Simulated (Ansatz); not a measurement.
# BeInCl3 (model cell, started as cubic perovskite with Be in the octahedra): following an unstable mode, part 2 of 3

Wanted: the energy along a soft mode of BeInCl3 (model cell, started as cubic perovskite with Be in the octahedra) and the structure at the end.

Ansatz 0.2.0; DFT PBEsol, scalar-relativistic, plane waves, PAW; PAW set soft_1.

So far, highest frequency on the path or at a solved wavevector (cm⁻¹): step 2 (the dispersion) 361. Also lowest frequency on the path (cm⁻¹): step 2 -289.

The structure was built from a prototype and need not be the compound's stable phase.

## Step 6: Relaxing from the distorted cell

Starting from the lowest point found, all atoms and the cell are let go, so that strain and other modes of the same symmetry can join in.

input.yaml reads:

```yaml
crystal:
  lattice:
    - [4.5855703072, 0.0, 0.0]
    - [0.0, 4.5855703072, 0.0]
    - [0.0, 0.0, 4.5855703072]
  atoms:
    - { symbol: In, position: [0.0, 0.0004140136, 0.0004140136] }
    - { symbol: Be, position: [0.5, 0.5693911619, 0.5693911619] }
    - { symbol: Cl, position: [0.5, 0.4966529721, -0.0122876669] }
    - { symbol: Cl, position: [0.5, -0.0122876669, 0.4966529721] }
    - { symbol: Cl, position: [0.0, 0.4966529721, 0.4966529721] }
kpoints:
  mp_grid: { grid: [8, 8, 8] }
hamiltonian:
  xc: pbesol
  pseudopotentials: { kind: paw, azcp: { folder: soft_1 }, xc_functional: pbe }
scf:
  occupations: { method: fixed }
output:
  forces: true
  stress: true
  eigenvalues: true
relax:
  adjacent_minimum: "off"
  f_tol: 0.002
  max_steps: 120
  cell: { stress_tol: 0.03 }
```

Run with:

```
ansatz run input.yaml --threads 4 --pin off --max-ram 16384MiB --backend cpu --events-out ev --progress --plain --runs-dir out
```

Numbers of over 12 decimals in the logs are rounded to 6 here.

Output:

```text
[...]
Crystal: 5 atoms, lattice volume = 96.423 Å³
Basis set: ecut = 420 eV, 1863 PW (Γ), exchange–correlation on 64×64×64 points (8 copies of the dense FFT grid, shifted against one another)
Bands: 23, of which v1, the nominal top of the filled ones, is band 18 counted from 1 (17 counted from 0)
Symmetry: 4 space group operations
[...]
k-points: 105 of 512 (time reversal used)
[...]
SCF iter   1: F=—  HF=-8804.516732 eV  |F-HF|=—  |Δ(HF+E_count)|=         —  Δρ=4.41e-2  dr2=3.38e0  ethr=3.10e-3  ⟨swp⟩=4.9  Hψ=10471  notcnv=0  defer=253
[...]
SCF iter   8: F=-8802.988796 eV  HF=-8802.988796 eV  |F-HF|=2.35e-10  |Δ(HF+E_count)|=   8.21e-9  Δρ=2.24e-6  dr2=5.70e-9  ethr=2.78e-10  ⟨swp⟩=5.0  Hψ=8852  notcnv=0
SCF 1 converged in 8 iterations: F = -8802.988796 eV  dr2 = 5.70e-9
[...]
relax step   1: F+E_penalty+E_count = -8802.98879627 eV  Δ(F+E_penalty+E_count) = +0.000e0 eV  max|allowed force component| = 2.709e-1 eV/Å  Δτ_max = 0.0000 Å  P = +3.202 GPa  Ω = 96.423 Å³  (8 SCF iters, dr2 threshold 1.00e-7 eV, accepted)
Crystal: 5 atoms, lattice volume = 103.047 Å³
Basis set: ecut = 420 eV, 1975 PW (Γ), exchange–correlation on 64×64×64 points (8 copies of the dense FFT grid, shifted against one another)
[...]
iter 1 solved again at ethr=4.42e-5 eV; its pass at ethr=3.10e-3 eV (dr2=1.59e-2 eV) is discarded
[...]
SCF iter   5: F=-8803.154420 eV  HF=-8803.154420 eV  |F-HF|=6.36e-8  |Δ(HF+E_count)|=   2.64e-6  Δρ=2.06e-5  dr2=3.35e-7  ethr=1.39e-9  ⟨swp⟩=11.8  Hψ=15903  notcnv=0
SCF 2 converged in 5 iterations: F = -8803.154420 eV  dr2 = 3.35e-7
relax step   2: F+E_penalty+E_count = -8803.15442016 eV  Δ(F+E_penalty+E_count) = -1.656e-1 eV  max|allowed force component| = 2.171e-1 eV/Å  Δτ_max = 0.0620 Å  P = +0.538 GPa  Ω = 103.047 Å³  energy of the carried Pulay correction = -5.555e-4 eV  (5 SCF iters, dr2 threshold 5.00e-7 eV, accepted)
Crystal: 5 atoms, lattice volume = 106.584 Å³
Basis set: ecut = 420 eV, 2087 PW (Γ), exchange–correlation on 64×64×64 points (8 copies of the dense FFT grid, shifted against one another)
[...]
SCF iter   6: F=-8803.312382 eV  HF=-8803.312382 eV  |F-HF|=1.08e-8  |Δ(HF+E_count)|=   2.63e-7  Δρ=7.02e-6  dr2=5.10e-8  ethr=1.39e-9  ⟨swp⟩=12.3  Hψ=15953  notcnv=0
SCF 3 converged in 6 iterations: F = -8803.312382 eV  dr2 = 5.10e-8
relax step   3: F+E_penalty+E_count = -8803.31238247 eV  Δ(F+E_penalty+E_count) = -1.580e-1 eV  max|allowed force component| = 4.345e-1 eV/Å  Δτ_max = 0.1362 Å  P = -0.415 GPa  Ω = 106.584 Å³  energy of the carried Pulay correction = -8.372e-4 eV  (6 SCF iters, dr2 threshold 5.00e-7 eV, accepted)
[... from here on, the SCF cycles and remarks between the steps are left out ...]
relax step   4: F+E_penalty+E_count = -8803.47513285 eV  Δ(F+E_penalty+E_count) = -1.628e-1 eV  max|allowed force component| = 1.265e-1 eV/Å  Δτ_max = 0.0718 Å  P = -0.571 GPa  Ω = 110.537 Å³  energy of the carried Pulay correction = -1.141e-3 eV  (6 SCF iters, dr2 threshold 5.00e-7 eV, accepted)
relax step   5: F+E_penalty+E_count = -8803.63178736 eV  Δ(F+E_penalty+E_count) = -1.567e-1 eV  max|allowed force component| = 1.869e-1 eV/Å  Δτ_max = 0.0678 Å  P = -0.008 GPa  Ω = 109.443 Å³  energy of the carried Pulay correction = -1.058e-3 eV  (6 SCF iters, dr2 threshold 5.00e-7 eV, accepted)
relax step   6: F+E_penalty+E_count = -8803.76416769 eV  Δ(F+E_penalty+E_count) = -1.324e-1 eV  max|allowed force component| = 8.973e-2 eV/Å  Δτ_max = 0.0546 Å  P = +0.528 GPa  Ω = 107.854 Å³  energy of the carried Pulay correction = -9.361e-4 eV  (6 SCF iters, dr2 threshold 5.00e-7 eV, accepted)
relax step   7: F+E_penalty+E_count = -8803.83047816 eV  Δ(F+E_penalty+E_count) = -6.631e-2 eV  max|allowed force component| = 2.336e-1 eV/Å  Δτ_max = 0.0708 Å  P = +0.268 GPa  Ω = 106.642 Å³  energy of the carried Pulay correction = -8.418e-4 eV  (6 SCF iters, dr2 threshold 5.00e-7 eV, accepted)
relax step   8: F+E_penalty+E_count = -8803.84936940 eV  Δ(F+E_penalty+E_count) = -1.889e-2 eV  max|allowed force component| = 2.023e-2 eV/Å  Δτ_max = 0.0530 Å  P = -0.135 GPa  Ω = 108.963 Å³  energy of the carried Pulay correction = -1.021e-3 eV  (6 SCF iters, dr2 threshold 5.00e-7 eV, accepted)
relax step   9: F+E_penalty+E_count = -8803.85076045 eV  Δ(F+E_penalty+E_count) = -1.391e-3 eV  max|allowed force component| = 2.265e-2 eV/Å  Δτ_max = 0.0077 Å  P = -0.081 GPa  Ω = 108.758 Å³  energy of the carried Pulay correction = -1.006e-3 eV  (4 SCF iters, dr2 threshold 3.26e-7 eV, accepted)
relax step  10: F+E_penalty+E_count = -8803.85543623 eV  Δ(F+E_penalty+E_count) = -4.676e-3 eV  max|allowed force component| = 5.384e-2 eV/Å  Δτ_max = 0.0524 Å  P = +0.211 GPa  Ω = 107.892 Å³  energy of the carried Pulay correction = -9.390e-4 eV  (6 SCF iters, dr2 threshold 1.50e-7 eV, accepted)
relax step  11: F+E_penalty+E_count = -8803.85539646 eV  Δ(F+E_penalty+E_count) = +3.977e-5 eV  max|allowed force component| = 1.004e-1 eV/Å  Δτ_max = 0.1198 Å  P = +0.368 GPa  Ω = 107.328 Å³  energy of the carried Pulay correction = -8.953e-4 eV  (6 SCF iters, dr2 threshold 4.15e-7 eV, rejected (line search))
relax step  12: F+E_penalty+E_count = -8803.85920358 eV  Δ(F+E_penalty+E_count) = -3.767e-3 eV  max|allowed force component| = 2.666e-2 eV/Å  Δτ_max = 0.0581 Å  P = -0.014 GPa  Ω = 108.339 Å³  energy of the carried Pulay correction = -9.735e-4 eV  (10 SCF iters, accepted)
relax step  13: F+E_penalty+E_count = -8803.85993118 eV  Δ(F+E_penalty+E_count) = -7.276e-4 eV  max|allowed force component| = 2.714e-2 eV/Å  Δτ_max = 0.0974 Å  P = +0.287 GPa  Ω = 108.583 Å³  energy of the carried Pulay correction = -9.922e-4 eV  (7 SCF iters, dr2 threshold 4.44e-8 eV, accepted)
relax step  14: F+E_penalty+E_count = -8803.86101087 eV  Δ(F+E_penalty+E_count) = -1.080e-3 eV  max|allowed force component| = 9.095e-3 eV/Å  Δτ_max = 0.0219 Å  P = -0.139 GPa  Ω = 109.638 Å³  energy of the carried Pulay correction = -1.073e-3 eV  (5 SCF iters, dr2 threshold 4.63e-7 eV, accepted)
relax step  15: F+E_penalty+E_count = -8803.86136135 eV  Δ(F+E_penalty+E_count) = -3.505e-4 eV  max|allowed force component| = 5.745e-3 eV/Å  Δτ_max = 0.0068 Å  P = +0.018 GPa  Ω = 109.049 Å³  energy of the carried Pulay correction = -1.028e-3 eV  (5 SCF iters, dr2 threshold 1.10e-7 eV, accepted)
relax step  16: F+E_penalty+E_count = -8803.86142944 eV  Δ(F+E_penalty+E_count) = -6.809e-5 eV  max|allowed force component| = 9.841e-4 eV/Å  Δτ_max = 0.0054 Å  P = +0.007 GPa  Ω = 109.060 Å³  energy of the carried Pulay correction = -1.029e-3 eV  (5 SCF iters, dr2 threshold 1.14e-8 eV, accepted)
relax step  17: F+E_penalty+E_count = -8803.89474268 eV  Δ(F+E_penalty+E_count) = -3.331e-2 eV  max|allowed force component| = 1.274e-3 eV/Å  Δτ_max = 0.0000 Å  P = +0.501 GPa  Ω = 109.060 Å³  stress off target by 8.19e-1 GPa  SCF on the basis re-selected at this cell (its energy is not comparable with the rows above)  (7 SCF iters)
relax step  18: F+E_penalty+E_count = -8803.90584867 eV  Δ(F+E_penalty+E_count) = -1.111e-2 eV  max|allowed force component| = 1.509e-2 eV/Å  Δτ_max = 0.0432 Å  P = +0.240 GPa  Ω = 111.321 Å³  energy of the carried Pulay correction = -1.604e-4 eV  (6 SCF iters, dr2 threshold 5.00e-7 eV, accepted)
relax step  19: F+E_penalty+E_count = -8803.90578612 eV  Δ(F+E_penalty+E_count) = +6.254e-5 eV  max|allowed force component| = 1.020e-1 eV/Å  Δτ_max = 0.0861 Å  P = +0.339 GPa  Ω = 115.167 Å³  energy of the carried Pulay correction = -4.409e-4 eV  (6 SCF iters, dr2 threshold 3.22e-7 eV, accepted)
relax step  20: F+E_penalty+E_count = -8803.90432729 eV  Δ(F+E_penalty+E_count) = +1.459e-3 eV  max|allowed force component| = 1.166e-1 eV/Å  Δτ_max = 0.0565 Å  P = -0.313 GPa  Ω = 117.670 Å³  energy of the carried Pulay correction = -6.271e-4 eV  (6 SCF iters, dr2 threshold 5.00e-7 eV, rejected (line search))
relax step  21: F+E_penalty+E_count = -8803.91000601 eV  Δ(F+E_penalty+E_count) = -4.220e-3 eV  max|allowed force component| = 4.640e-2 eV/Å  Δτ_max = 0.0241 Å  P = -0.092 GPa  Ω = 115.313 Å³  energy of the carried Pulay correction = -4.519e-4 eV  (10 SCF iters, accepted)
relax step  22: F+E_penalty+E_count = -8803.91075750 eV  Δ(F+E_penalty+E_count) = -7.515e-4 eV  max|allowed force component| = 4.707e-3 eV/Å  Δτ_max = 0.0157 Å  P = -0.040 GPa  Ω = 115.049 Å³  energy of the carried Pulay correction = -4.327e-4 eV  (5 SCF iters, dr2 threshold 1.35e-7 eV, accepted)
relax step  23: F+E_penalty+E_count = -8803.91089101 eV  Δ(F+E_penalty+E_count) = -1.335e-4 eV  max|allowed force component| = 2.839e-3 eV/Å  Δτ_max = 0.0098 Å  P = +0.004 GPa  Ω = 114.639 Å³  energy of the carried Pulay correction = -4.032e-4 eV  (6 SCF iters, dr2 threshold 1.23e-8 eV, accepted)
relax step  24: F+E_penalty+E_count = -8803.91089295 eV  Δ(F+E_penalty+E_count) = -1.941e-6 eV  max|allowed force component| = 2.323e-4 eV/Å  Δτ_max = 0.0005 Å  P = +0.000 GPa  Ω = 114.667 Å³  energy of the carried Pulay correction = -4.053e-4 eV  (5 SCF iters, dr2 threshold 5.04e-10 eV, accepted)
[...]
SCF iter   1: F=—  HF=-8803.910685 eV  |F-HF|=—  |Δ(HF+E_count)|=         —  Δρ=2.08e-4  dr2=1.67e-6  ethr=1.73e-6  ⟨swp⟩=2.9  Hψ=18116  notcnv=0  defer=314
eigensolver tolerance schedule: the retry pair's looser diagonalisation over-reported the residual by 371.48 of it (diagonalisation noise at 0.26 of the residual, at the tolerance the schedule requests for it); recorded, not acted on — ethr = c·dr2/N_el stays at c = 1.0e-1
[...]
SCF iter   2: F=—  HF=-8803.911177 eV  |F-HF|=—  |Δ(HF+E_count)|=   4.92e-4  Δρ=1.05e-4  dr2=4.71e-7  ethr=4.64e-9  ⟨swp⟩=2.6  Hψ=4539  notcnv=0  defer=304
[...]
SCF iter   6: F=-8803.911333 eV  HF=-8803.911333 eV  |F-HF|=2.00e-11  |Δ(HF+E_count)|=  1.84e-10  Δρ=9.67e-8  dr2=1.60e-11  ethr=1.00e-12  ⟨swp⟩=15.7  Hψ=18761  notcnv=0
SCF 25 converged in 6 iterations: F = -8803.911333 eV  dr2 = 1.60e-11
relax step  25: F+E_penalty+E_count = -8803.91133261 eV  Δ(F+E_penalty+E_count) = -4.397e-4 eV  max|allowed force component| = 2.247e-4 eV/Å  Δτ_max = 0.0000 Å  P = -0.000 GPa  Ω = 114.667 Å³  stress off target by 1.22e-3 GPa  SCF on the basis re-selected at this cell (its energy is not comparable with the rows above)  (6 SCF iters)
[...]
SCF converged after 6 iterations
Free energy (F): -8803.911333 eV
[...]
Internal energy: -8803.911333 eV  (E = F + TS)
E sigma→0 (E₀):  -8803.911333 eV
Fermi energy:    3.884126 eV
[...]
--- Forces (eV/Å), atoms counted from 1 ---
  atom   1  In     0.00000000    -0.00004039    -0.00004039
  atom   2  Be    -0.00000000    -0.00018850    -0.00018850
  atom   3  Cl     0.00000000     0.00019501     0.00022417
  atom   4  Cl    -0.00000000     0.00022417     0.00019501
  atom   5  Cl     0.00000000    -0.00019312    -0.00019312
  max |Σ_I F_I| component: 2.83e-6 eV/Å
--- Stress (GPa, compression-positive) ---
       -0.000722       0.000000      -0.000000
        0.000000       0.000286      -0.000930
       -0.000000      -0.000930       0.000286
  P = ⅓ Tr σ = -0.0000 GPa (-0.000 kbar)
--- Band table (eV; the first three rows and the last of 105) ---
  k-point 0: bands = [... 14 lower, 1.9888, 2.6276, 2.7138, 2.8708, 8.6716, 8.8040, 8.8074, 10.3434, ... 1 higher]
  k-point 1: bands = [... 14 lower, 2.1686, 2.5572, 2.7030, 2.8679, 8.3913, 8.7107, 8.8500, 10.5628, ... 1 higher]
  k-point 2: bands = [... 14 lower, 2.3748, 2.5225, 2.6730, 2.8643, 7.8017, 8.6730, 8.8045, 10.9334, ... 1 higher]
  k-point 104: bands = [... 14 lower, 1.1775, 2.1867, 2.3556, 2.9950, 6.6637, 9.4149, 9.4342, 9.4988, ... 1 higher]
--- Relaxed structure (23 steps of the walk, 21 accepted, 2 SCFs on fresh bases) ---
  F+E_penalty+E_count = -8803.91133261 eV   max|allowed force component| = 2.247e-4 eV/Å   (the final SCF, on the basis selected at the relaxed cell)
  cell:  # Å, volume = 114.6674 Å³
    - [3.420588, 0, 0]
    - [0, 5.793101, -0.193113]
    - [0, -0.193113, 5.793101]
  atoms:
    - { symbol: In, position: [0, -0.00217764, -0.00217764] }
    - { symbol: Be, position: [0.5, 0.602349, 0.602349] }
    - { symbol: Cl, position: [0.5, 0.557786, -0.060280] }
    - { symbol: Cl, position: [0.5, -0.060280, 0.557786] }
    - { symbol: Cl, position: [0, 0.453146, 0.453146] }
```

Run time: 2.9 min. Hardware: 4 threads of Arm Neoverse V1, shared host; peak memory 0.57 GiB; 11 min of CPU time.

Step by step (22 of 25):

```csv
step,energy less that of the first step (eV),largest force component (eV/Å),pressure (GPa),volume (Å³)
1,0.0000,0.2709,3.20,96.42
2,-0.1656,0.2171,0.54,103.05
3,-0.3236,0.4345,-0.41,106.58
4,-0.4863,0.1265,-0.57,110.54
6,-0.7754,0.0897,0.53,107.85
7,-0.8417,0.2336,0.27,106.64
8,-0.8606,0.0202,-0.13,108.96
9,-0.8620,0.0226,-0.08,108.76
10,-0.8666,0.0538,0.21,107.89
11,-0.8666,0.1004,0.37,107.33
12,-0.8704,0.0267,-0.01,108.34
14,-0.8722,0.0091,-0.14,109.64
15,-0.8726,0.0057,0.02,109.05
16,-0.8726,0.0010,0.01,109.06
17*,-0.9059,0.0013,0.50,109.06
18,-0.9171,0.0151,0.24,111.32
19,-0.9170,0.1020,0.34,115.17
20,-0.9155,0.1166,-0.31,117.67
22,-0.9220,0.0047,-0.04,115.05
23,-0.9221,0.0028,0.00,114.64
24,-0.9221,0.0002,0.00,114.67
25*,-0.9225,0.0002,0.00,114.67
```

Relaxation steps marked * repeat the geometry before them on a plane-wave basis chosen anew for their cell, so energy and pressure can jump there. Other such steps can lie between the rows shown. Relaxation steps 11, 20 were tried and not accepted.

Forces are held to the 4 operations that the run works with; a distortion that breaks them can't arise in this run.

```csv
cell as run,before,after,change
a (Å),4.586,3.421,-25.4 %
b (Å),4.586,5.796,+26.4 %
c (Å),4.586,5.796,+26.4 %
α (°),90.00,93.82,+4.2 %
volume (Å³/atom),19.28,22.93,+18.9 %
```

The atoms that moved most (Å, as changes of fractional coordinates times the final cell):

```csv
atom,dx,dy,dz,length
Cl3,0.000,0.363,-0.290,0.465
Cl4,0.000,-0.290,0.363,0.465
Cl5,0.000,-0.244,-0.244,0.345
Be2,0.000,0.185,0.185,0.261
In1,0.000,-0.015,-0.015,0.021
```

The relaxed structure:

```xyz
5
Lattice="3.4206 0.0000 0.0000 0.0000 5.7931 -0.1931 0.0000 -0.1931 5.7931" Properties=species:S:1:pos:R:3 pbc="T T T"
In    0.0000   -0.0122   -0.0122
Be    1.7103    3.3731    3.3731
Cl    1.7103    3.2430   -0.4569
Cl    1.7103   -0.4569    3.2430
Cl    0.0000    2.5376    2.5376
```

This step gave:

```
pressure          : -4.99e-5 GPa
gap on the k-mesh : 1.443 eV
volume per atom   : 22.93 Å³
```

The distorted start has space group Amm2; the relaxation ends in Amm2.

## Step 7: The new phase in its own primitive cell

The relaxed structure is symmetrised, reduced to its primitive cell and relaxed tightly, as its phonons need.

input.yaml, the sections that differ from step 6:

```yaml
crystal:
  lattice:
    - [3.4205879028, 0.0, 0.0]
    - [0.0, 4.2328921809, 3.9597898108]
    - [0.0, -4.2328921809, 3.9597898108]
  atoms:
    - { symbol: In, position: [0.0, 0.9978223612, 0.9978223612] }
    - { symbol: Be, position: [0.5, 0.6023493946, 0.6023493946] }
    - { symbol: Cl, position: [0.5, 0.5577859086, 0.9397195658] }
    - { symbol: Cl, position: [0.5, 0.9397195658, 0.5577859086] }
    - { symbol: Cl, position: [0.0, 0.4531462227, 0.4531462227] }
kpoints:
  mp_grid: { grid: [8, 4, 4] }
relax:
  adjacent_minimum: "off"
  f_tol: 0.001
  max_steps: 60
  cell: { stress_tol: 0.01 }
# hamiltonian, scf, output: as in step 6
```

Output:

```text
[...]
Crystal: 5 atoms, lattice volume = 114.667 Å³
Basis set: ecut = 420 eV, 2229 PW (Γ), exchange–correlation on 48×80×80 points (8 copies of the dense FFT grid, shifted against one another)
Bands: 23, of which v1, the nominal top of the filled ones, is band 18 counted from 1 (17 counted from 0)
Symmetry: 4 space group operations
[...]
k-points: 35 of 128 (time reversal used)
[...]
cell:  # Å, volume = 114.6674 Å³
    - [3.4205879028, 0.0, 0.0]
    - [0.0, 4.2328921809, 3.9597898108]
    - [0.0, -4.2328921809, 3.9597898108]
  atoms:
    - { symbol: In, position: [0.0, 0.997822, 0.997822] }
    - { symbol: Be, position: [0.5, 0.602349, 0.602349] }
    - { symbol: Cl, position: [0.5, 0.557786, 0.939720] }
    - { symbol: Cl, position: [0.5, 0.939720, 0.557786] }
    - { symbol: Cl, position: [0.0, 0.453146, 0.453146] }
[key lines of the parts left out:]
SCF converged after 9 iterations
Free energy (F): -8803.911025 eV
Fermi energy:    3.884158 eV
P = ⅓ Tr σ = 0.0026 GPa (0.026 kbar)
```

The job ended after 6.2 s (4 threads; peak memory 0.41 GiB).

Little changed from the start: no atom moved by 0.005 Å and no cell edge by 0.1 %.

This step gave:

| Property | Result |
| --- | --- |
| pressure | 0.002645 GPa |
| direct gap on mesh | 1.443 eV |

The largest force component left is 0.62 meV/Å and the pressure is 0.003 GPa, within the tolerances set. The cell now holds 22.93 Å³/atom.

(Continued in part 3 of 3.)

[Logs are printed without paths, hosts, clocks, repeated set-up lines and the standing remarks that a program may print on its own settings, such as how far it seeks lower states.]

[Hosts, paths, dates, database ids (printed as entryN), source tags and the programs' standing remarks are cut or masked in the printed files.]
